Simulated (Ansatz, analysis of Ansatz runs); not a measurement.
# Migration barrier of interstitial H in hcp Mg, hop from a tetrahedral to the next octahedral site (PBE-D3(BJ))

Aim: the migration barrier of interstitial H in hcp Mg, hop from a tetrahedral to the next octahedral site, to be set beside the measurement. Set-up: PBE-D3(BJ), 36-site cell, PBE-D3(BJ) lattice, 420 eV, k: 3x3x3 Gamma-centred. The model is a cell of 36 host atoms with 1 H put in. The barrier is the energy of the highest image of a climbing band over the relaxed site that the atom leaves.

**The experiment.** Migration barrier: 0.25 eV, by permeation (diffusion activation energy, T > 250 K) (quoted in “Explainable Machine Learning for Hydrogen Diffusion in Metals and Random Binary Alloys”, 2023, G. M. Lu et al., quoting earlier work (1999)). The runs below try to reproduce this.

Main program and level: Ansatz 0.2.0; plane-wave PAW DFT, PBE-D3(BJ); relaxation of all atoms of a defect supercell.

### Step 1. The starting structure

The cell holds 37 atoms: 36 Mg and 1 H. Its edges and angles: a = 9.391 Å, b = 9.391 Å, c = 10.239 Å, α = 90.0°, β = 90.0°, γ = 120.0°. It derives from Mg (space group P6_3/mmc). Nearest the centre at fractional (0.444, 0.556, 0.437): H37 at 0.00 Å, Mg22 at 1.92 Å, Mg6 at 1.92 Å, Mg18 at 1.92 Å, Mg19 at 1.92 Å, Mg17 at 3.20 Å, Mg10 at 3.67 Å, Mg2 at 3.67 Å.

The host's primitive cell comes from a first run (plane-wave PAW DFT, PBE-D3(BJ); relaxation of the host's cell and atoms): vectors of 3.130, 3.130 and 5.120 Å. That is 21.72 Å³ an atom, 6.5 % under the diffraction cell's volume. The supercell is built on it.

### Step 2. Relaxation, charge 0

A barrier counts from a true minimum, so both ends of the jump are relaxed first.

start/input.yaml

```yaml
relax:
  f_tol: 0.02
  max_steps: 80
  escape_saddle: false
crystal:
  lattice:
    - [9.39090146, 0.0, 0.0]
    - [-4.69545073, 8.13275923, 0.0]
    - [0.0, 0.0, 10.23901534]
  atoms:
    - { symbol: Mg, position: [0.111111111, 0.222222222, 0.125] }
    - { symbol: Mg, position: [0.222222222, 0.111111111, 0.375] }
    - { symbol: Mg, position: [0.111111111, 0.222222222, 0.625] }
    - { symbol: Mg, position: [0.222222222, 0.111111111, 0.875] }
    - { symbol: Mg, position: [0.111111111, 0.555555556, 0.125] }
    - { symbol: Mg, position: [0.222222222, 0.444444444, 0.375] }
    - { symbol: Mg, position: [0.111111111, 0.555555556, 0.625] }
    - { symbol: Mg, position: [0.222222222, 0.444444444, 0.875] }
    - { symbol: Mg, position: [0.111111111, 0.888888889, 0.125] }
    - { symbol: Mg, position: [0.222222222, 0.777777778, 0.375] }
    - { symbol: Mg, position: [0.111111111, 0.888888889, 0.625] }
    - { symbol: Mg, position: [0.222222222, 0.777777778, 0.875] }
    - { symbol: Mg, position: [0.444444444, 0.222222222, 0.125] }
    - { symbol: Mg, position: [0.555555556, 0.111111111, 0.375] }
    - { symbol: Mg, position: [0.444444444, 0.222222222, 0.625] }
    - { symbol: Mg, position: [0.555555556, 0.111111111, 0.875] }
    - { symbol: Mg, position: [0.444444444, 0.555555556, 0.125] }
    - { symbol: Mg, position: [0.555555556, 0.444444444, 0.375] }
    - { symbol: Mg, position: [0.444444444, 0.555555556, 0.625] }
    - { symbol: Mg, position: [0.555555556, 0.444444444, 0.875] }
    - { symbol: Mg, position: [0.444444444, 0.888888889, 0.125] }
    - { symbol: Mg, position: [0.555555556, 0.777777778, 0.375] }
    - { symbol: Mg, position: [0.444444444, 0.888888889, 0.625] }
    - { symbol: Mg, position: [0.555555556, 0.777777778, 0.875] }
    - { symbol: Mg, position: [0.777777778, 0.222222222, 0.125] }
    - { symbol: Mg, position: [0.888888889, 0.111111111, 0.375] }
    - { symbol: Mg, position: [0.777777778, 0.222222222, 0.625] }
    - { symbol: Mg, position: [0.888888889, 0.111111111, 0.875] }
    - { symbol: Mg, position: [0.777777778, 0.555555556, 0.125] }
    - { symbol: Mg, position: [0.888888889, 0.444444444, 0.375] }
    - { symbol: Mg, position: [0.777777778, 0.555555556, 0.625] }
    - { symbol: Mg, position: [0.888888889, 0.444444444, 0.875] }
    - { symbol: Mg, position: [0.777777778, 0.888888889, 0.125] }
    - { symbol: Mg, position: [0.888888889, 0.777777778, 0.375] }
    - { symbol: Mg, position: [0.777777778, 0.888888889, 0.625] }
    - { symbol: Mg, position: [0.888888889, 0.777777778, 0.875] }
    - { symbol: H, position: [0.444443999, 0.555556001, 0.4375] }
basis:
  ecutwfc: 420
  xc_grid: 2
hamiltonian:
  xc: pbe
  dispersion: d3bj
kpoints:
  mp_grid: { grid: [3, 3, 3] }
scf:
  occupations: { method: methfessel_paxton, width: 0.1 }
  max_iter: 120
output:
  forces: true
checkpoint:
  write: "../start.run"
  compress: false
  write_wavefunctions: true
  write_every: 100000
```

The run is started by

```bash
ansatz run input.yaml --threads 4 --pin off --max-ram 7536MiB --backend cpu --events-out ev --progress --plain --runs-dir out
```

Numbers of over 12 decimals in the logs are rounded to 6 here.

What it wrote:

```text
[... repeated set-up lines and file paths are left out, and long positions are rounded to six places ...]
Warning: the atoms were moved onto the symmetric positions of the space group found under crystal.symmetry.tolerance 1.0e-5 (fractional; [...]
Engine: ansatz 0.2.0, aarch64-unknown-linux-gnu
Pseudopotentials: kind: paw
Pseudopotential: Mg, paw, valence charge 10, recommended cutoff 420 eV (normal), Mg.paw.azcp
Pseudopotential: H, paw, valence charge 1, recommended cutoff 420 eV (normal), H.paw.azcp
Functional definition: PBE
  parameter kappa = 0.804
  parameter beta = 0.066725
  exchange = pbe_x(kappa = kappa, mu = beta*pi^2/3)
  correlation = pbe_c(beta = beta)
Crystal: 37 atoms, lattice volume = 781.994 Å³
Basis set: ecut = 420 eV, 15263 PW (Γ), exchange–correlation on 128×128×144 points (8 copies of the dense FFT grid, shifted against one another)
Bands: 218, of which v1, the nominal top of the filled ones, is band 181 counted from 1 (180 counted from 0)
Symmetry: 6 space group operations
Space group: P3m1 (ITA 156), of the structure as read, at distance tolerance 9.2e-5 Å
k-points: 7 of 27 (time reversal used)
Non-local potential: Mg, projectors of the file, l = 0: 3, l = 1: 2, l = 2: 1
Non-local potential: H, projectors of the file, l = 0: 2, l = 1: 1
PAW form: soft (Blöchl's): semilocal exchange-correlation on the pseudo side does not see the compensation charge
PAW one-centre angular grid: Mg, 110 points (default); XC on 64 Gauss nodes
PAW one-centre angular grid: H, 110 points (default); XC on 64 Gauss nodes
Initial density: superposition of atomic densities (neutral atoms: chi_scale 0, normalization atom), corrected by the library's trained network
Initial wavefunctions: pseudopotential atomic-orbital guess
Functional: x = pbe(κ = 0.804, μ = 0.219515), c = pbe(β = 0.066725)
SCF iter   1: F=—  HF=-69283.036699 eV  |F-HF|=—  |Δ(HF+E_count)|=         —  Δρ=1.04e-3  dr2=2.64e-2  ethr=1.77e-3  ⟨swp⟩=9.4  Hψ=6963  notcnv=0  defer=11
preconditioner: auto → Resta (q_TF=auto, 2.399 Å⁻¹)  ε∞=5.8  [insulator: Δε(μ)=0.091 eV  Ē_g=5.163 eV  σ=0.100 eV  W_gap=0.65  n_scr=198 (ndim 8)  ℏωp=11.3 eV  f_vac=0.000  D(μ)=13.25/eV (n_scr^D=70)  ε∞_Penn≈5.8]
SCF iter   2: F=—  HF=-69283.036655 eV  |F-HF|=—  |Δ(HF+E_count)|=   4.36e-5  S|Δr|=    0.00e0  Δρ=6.57e-4  dr2=6.07e-3  ethr=7.31e-6  ⟨swp⟩=1.9  Hψ=1877  notcnv=0  defer=18
SCF iter   3: F=—  HF=-69283.036358 eV  |F-HF|=—  |Δ(HF+E_count)|=   2.97e-4  S|Δr|=    0.00e0  Δρ=3.47e-4  dr2=1.76e-3  ethr=1.68e-6  ⟨swp⟩=2.0  Hψ=1531  notcnv=0  defer=18
SCF iter   4: F=—  HF=-69283.036168 eV  |F-HF|=—  |Δ(HF+E_count)|=   1.90e-4  S|Δr|=    0.00e0  Δρ=3.95e-5  dr2=4.79e-5  ethr=4.88e-7  ⟨swp⟩=2.0  Hψ=1584  notcnv=0  defer=18
SCF iter   5: F=-69283.036156 eV  HF=-69283.036163 eV  |F-HF|=6.73e-6  |Δ(HF+E_count)|=   5.08e-6  S|Δr|=    0.00e0  Δρ=1.33e-5  dr2=8.25e-6  ethr=2.77e-9  ⟨swp⟩=4.1  Hψ=4334  notcnv=0
SCF 1 converged in 5 iterations: F = -69283.036156 eV  dr2 = 8.25e-6
  greatest PAW one-centre occupation: 1.000 electrons in one spin orbital (limit 2), on the Mg atom at site 16 (counted from 0), in its partial waves of l = 0
relax step   1: F+E_penalty+E_count = -69283.03615641 eV  Δ(F+E_penalty+E_count) = +0.000e0 eV  max|allowed force component| = 3.883e-1 eV/Å  Δτ_max = 0.0000 Å  (5 SCF iters, dr2 threshold 1.00e-5 eV, accepted)
[... the SCF cycles and remarks between the steps are left out from here to the last step ...]
relax step   2: F+E_penalty+E_count = -69283.08509298 eV  Δ(F+E_penalty+E_count) = -4.894e-2 eV  max|allowed force component| = 1.039e-1 eV/Å  Δτ_max = 0.0775 Å  (5 SCF iters, dr2 threshold 9.42e-6 eV, accepted)
relax step   3: F+E_penalty+E_count = -69283.08934155 eV  Δ(F+E_penalty+E_count) = -4.249e-3 eV  max|allowed force component| = 4.228e-2 eV/Å  Δτ_max = 0.0227 Å  (5 SCF iters, dr2 threshold 6.75e-7 eV, accepted)
relax step   4: F+E_penalty+E_count = -69283.08968275 eV  Δ(F+E_penalty+E_count) = -3.412e-4 eV  max|allowed force component| = 2.045e-2 eV/Å  Δτ_max = 0.0159 Å  (5 SCF iters, accepted)
SCF iter   1: F=—  HF=-69283.089618 eV  |F-HF|=—  |Δ(HF+E_count)|=         —  Δρ=1.01e-4  dr2=6.81e-5  ethr=1.67e-7  ⟨swp⟩=5.0  Hψ=2877  notcnv=0  defer=135
SCF iter   2: F=—  HF=-69283.089777 eV  |F-HF|=—  |Δ(HF+E_count)|=   1.59e-4  S|Δr|=    0.00e0  Δρ=5.84e-5  dr2=2.25e-5  ethr=1.89e-8  ⟨swp⟩=2.0  Hψ=1776  notcnv=0  defer=135
SCF iter   3: F=—  HF=-69283.089773 eV  |F-HF|=—  |Δ(HF+E_count)|=   4.64e-6  S|Δr|=    0.00e0  Δρ=8.21e-6  dr2=5.39e-6  ethr=6.22e-9  ⟨swp⟩=2.0  Hψ=2276  notcnv=0  defer=135
SCF iter   4: F=—  HF=-69283.089772 eV  |F-HF|=—  |Δ(HF+E_count)|=   5.00e-7  S|Δr|=    0.00e0  Δρ=3.42e-6  dr2=1.15e-7  ethr=1.49e-9  ⟨swp⟩=2.0  Hψ=1477  notcnv=0  defer=135
SCF iter   5: F=-69283.089772 eV  HF=-69283.089772 eV  |F-HF|=1.88e-9  |Δ(HF+E_count)|=   6.32e-9  S|Δr|=    0.00e0  Δρ=1.03e-6  dr2=9.88e-9  ethr=2.77e-11  ⟨swp⟩=3.9  Hψ=4153  notcnv=0
SCF 5 converged in 5 iterations: F = -69283.089772 eV  dr2 = 9.88e-9
relax step   5: F+E_penalty+E_count = -69283.08977211 eV  Δ(F+E_penalty+E_count) = -8.936e-5 eV  max|allowed force component| = 1.344e-2 eV/Å  Δτ_max = 0.0068 Å  (5 SCF iters, accepted)
NSCF: frozen V_eff on 7 k-points
the band table was solved once a step of the walk had ended and its energy, with any forces and stress, was formed, with the checks that follow a solve (5769 applications of the Hamiltonian). They found nothing against the state; [...]
SCF converged after 5 iterations
Stability not checked: this state was not tested for a lower state beside it, because cold or Methfessel-Paxton smearing, or corrected tetrahedra, fill the levels in a way that the test cannot read (fill_not_monotonic; see scf.lower_state_search)
Free energy (F): -69283.089772 eV
Harris-Foulkes:  -69283.089772 eV  (|F-HF|=1.88e-9)
Internal energy: -69283.108692 eV  (E = F + TS)
E sigma→0 (E₀):  -69283.094502 eV
Entropy (-TS):   0.018920 eV (0.511 meV/atom)
Fermi energy:    5.973189 eV
--- Per-component energies (eV) ---
  E_band       = -12678.199438
  E_kinetic    = 2723.194665
  E_local      = -57526.984020  (includes V_loc(G=0)·N_el)
  E_nonlocal   = 3445.786168
  E_hartree    = 20514.365050
  E_xc         = -1041.204604
  E_vxc        = -1343.643681  (∫ρ·V_xc dr)
  E_paw        = -10525.363077  (= ΣΔE_a)
  E_vpaw       = -1005.281356  (= ΣTr[D̂ρ^β])
  E_aug_tail   = -0.001327  (compensation charges beyond the density's cutoff)
  E_ewald      = -26861.998366
  E_disp       = -10.903179  (pairwise vdW)
  E_smearing   = 0.018920  (= −TS)
  E_closure    = -0.000000  (closes the sum)
  Σ components = -69283.089772   (vs F -69283.089772, Δ=0.00e0)
--- Forces (eV/Å), atoms counted from 1 ---
  atom   1  Mg    -0.00021871    -0.00051940    -0.00040912
  atom   2  Mg     0.00000000    -0.00044680     0.00014930
  atom   3  Mg     0.00082291     0.00139638    -0.00035627
  atom   4  Mg    -0.00000000     0.00056130    -0.00018366
  atom   5  Mg    -0.00055916     0.00007029    -0.00040912
  atom   6  Mg     0.00336587     0.00194329     0.00074000
  atom   7  Mg     0.00162076     0.00001447    -0.00035627
  atom   8  Mg    -0.00009883    -0.00005706    -0.00023568
  atom   9  Mg     0.00000000     0.00000000    -0.00013921
  atom  10  Mg    -0.00038694     0.00022340     0.00014930
  atom  11  Mg     0.00000000    -0.00000000     0.00010808
  atom  12  Mg     0.00048610    -0.00028065    -0.00018366
  atom  13  Mg     0.00021871    -0.00051940    -0.00040912
  atom  14  Mg    -0.00021624    -0.00012484     0.00005986
  atom  15  Mg    -0.00082291     0.00139638    -0.00035627
  atom  16  Mg     0.00021364     0.00012334    -0.00009127
  atom  17  Mg     0.00000000    -0.00000000    -0.00204386
  atom  18  Mg    -0.00336587     0.00194329     0.00074000
  atom  19  Mg     0.00000000    -0.00000000     0.01344091
  atom  20  Mg     0.00009883    -0.00005706    -0.00023568
  atom  21  Mg    -0.00034046     0.00044910    -0.00040912
  atom  22  Mg     0.00000000    -0.00388657     0.00074000
  atom  23  Mg     0.00079784    -0.00141085    -0.00035627
  atom  24  Mg     0.00000000     0.00011412    -0.00023568
  atom  25  Mg     0.00000000    -0.00000000    -0.00009085
  atom  26  Mg     0.00021624    -0.00012484     0.00005986
  atom  27  Mg     0.00000000    -0.00000000     0.00052419
  atom  28  Mg    -0.00021364     0.00012334    -0.00009127
  atom  29  Mg     0.00055916     0.00007029    -0.00040912
  atom  30  Mg    -0.00000000     0.00024969     0.00005986
  atom  31  Mg    -0.00162076     0.00001447    -0.00035627
  atom  32  Mg     0.00000000    -0.00024669    -0.00009127
  atom  33  Mg     0.00034046     0.00044910    -0.00040912
  atom  34  Mg     0.00038694     0.00022340     0.00014930
  atom  35  Mg    -0.00079784    -0.00141085    -0.00035627
  atom  36  Mg    -0.00048610    -0.00028065    -0.00018366
  atom  37  H     -0.00000000    -0.00000000    -0.00854139
  max |Σ_I F_I| component: 1.88e-5 eV/Å
--- Band table (eV; the first three rows and the last of 7) ---
  k-point 0: bands = ["-69.8780", "-69.8774", "-69.8774", "-69.8477", [... 210 left out ...] "9.0600", "10.2107", "10.3809", "10.3830"]
  k-point 1: bands = ["-69.8780", "-69.8774", "-69.8774", "-69.8477", [... 210 left out ...] "9.5244", "9.5299", "9.8724", "9.9927"]
  [... further k-points left out ...]
--- Relaxed structure (5 steps of the walk, 5 accepted, 0 SCFs on fresh bases) ---
  F+E_penalty+E_count = -69283.08977211 eV   max|allowed force component| = 1.344e-2 eV/Å
  atoms:
    - { symbol: Mg, position: [0.111751, 0.222584, 0.125542] }
    - { symbol: Mg, position: [0.221954, 0.110574, 0.375779] }
    - { symbol: Mg, position: [0.110841, 0.221747, 0.625794] }
    - { symbol: Mg, position: [0.221893, 0.110453, 0.875971] }
    - { symbol: Mg, position: [0.111751, 0.555834, 0.125542] }
    - { symbol: Mg, position: [0.214238, 0.440452, 0.373439] }
    - { symbol: Mg, position: [0.110841, 0.555761, 0.625794] }
    - { symbol: Mg, position: [0.222041, 0.444354, 0.874298] }
    - { symbol: Mg, position: [0.111111, 0.888889, 0.125023] }
    - { symbol: Mg, position: [0.221954, 0.778046, 0.375779] }
    - { symbol: Mg, position: [0.111111, 0.888889, 0.625810] }
    - { symbol: Mg, position: [0.221893, 0.778107, 0.875971] }
    - { symbol: Mg, position: [0.444166, 0.222584, 0.125542] }
    - { symbol: Mg, position: [0.554969, 0.110818, 0.375634] }
    - { symbol: Mg, position: [0.444239, 0.221747, 0.625794] }
    - { symbol: Mg, position: [0.556826, 0.111746, 0.875267] }
    - { symbol: Mg, position: [0.444444, 0.555556, 0.119604] }
    - { symbol: Mg, position: [0.559548, 0.440452, 0.373439] }
    - { symbol: Mg, position: [0.444444, 0.555556, 0.626924] }
    - { symbol: Mg, position: [0.555646, 0.444354, 0.874298] }
    - { symbol: Mg, position: [0.444166, 0.888249, 0.125542] }
    - { symbol: Mg, position: [0.559548, 0.785762, 0.373439] }
    - { symbol: Mg, position: [0.444239, 0.889159, 0.625794] }
    - { symbol: Mg, position: [0.555646, 0.777959, 0.874298] }
    - { symbol: Mg, position: [0.777778, 0.222222, 0.125760] }
    - { symbol: Mg, position: [0.889182, 0.110818, 0.375634] }
    - { symbol: Mg, position: [0.777778, 0.222222, 0.624539] }
    - { symbol: Mg, position: [0.888254, 0.111746, 0.875267] }
    - { symbol: Mg, position: [0.777416, 0.555834, 0.125542] }
    - { symbol: Mg, position: [0.889182, 0.445031, 0.375634] }
    - { symbol: Mg, position: [0.778253, 0.555761, 0.625794] }
    - { symbol: Mg, position: [0.888254, 0.443174, 0.875267] }
    - { symbol: Mg, position: [0.777416, 0.888249, 0.125542] }
    - { symbol: Mg, position: [0.889426, 0.778046, 0.375779] }
    - { symbol: Mg, position: [0.778253, 0.889159, 0.625794] }
    - { symbol: Mg, position: [0.889547, 0.778107, 0.875971] }
    - { symbol: H, position: [0.444444, 0.555556, 0.430654] }
```

Wall time 1.7 min (4 threads of Arm Neoverse V2, shared host); peak memory 3.8 GiB.

Step by step:

```csv
step,energy less that of the first step (eV),largest force component (eV/Å)
1,0.0000,0.3883
2,-0.0489,0.1039
3,-0.0532,0.0423
4,-0.0535,0.0205
5,-0.0536,0.0134
```

The run keeps the 6 symmetry operations that it works with, so distortions that break them were not tested.

The atoms that moved most (Å):

```csv
atom,dx,dy,dz,length
H37,0.000,0.000,-0.070,0.070
Mg6,-0.056,-0.032,-0.016,0.067
Mg22,0.000,0.065,-0.016,0.067
Mg18,0.056,-0.032,-0.016,0.067
Mg17,0.000,0.000,-0.055,0.055
Mg19,0.000,0.000,0.020,0.020
Mg12,-0.005,0.003,0.010,0.011
Mg4,0.000,-0.005,0.010,0.011
```

Neighbours of H37 at the end:

```csv
atom,distance (Å)
Mg22,1.962
Mg18,1.962
Mg6,1.962
Mg19,2.010
Mg17,3.185
Mg34,3.662
Mg10,3.662
Mg2,3.662
Mg35,3.717
Mg31,3.717
Mg15,3.717
Mg23,3.717
Mg7,3.717
Mg3,3.717
```

This step gave:

```yaml
free_energy: -69283.0898 eV
smearing_term_ts: -0.01892 eV
```

The other runs of this kind differ in structure, charge or spin alone:

```csv
run,outcome,energy less the first (eV),moment (μB),time
"relaxation, charge 0",converged,0.0000,0.00,1.7 min
"relaxation, charge 0",converged,0.0794,0.00,35 s
```

The relaxation ends 1.4 meV an atom lower, with a largest force component of 0.013 eV/Å.

(Part 1 of 2 ends here.)

[Logs are printed without paths, hosts, clocks, repeated set-up lines and the standing remarks that a program may print on its own settings, such as how far it seeks lower states.]

[Hosts, paths, dates, database ids (printed as entryN), source tags and the programs' standing remarks are cut or masked in the printed files.]

[For some hosts the program warned that the k-mesh of the response run may be too coarse for force constants and the static dielectric constant; such warnings are not shown here.]
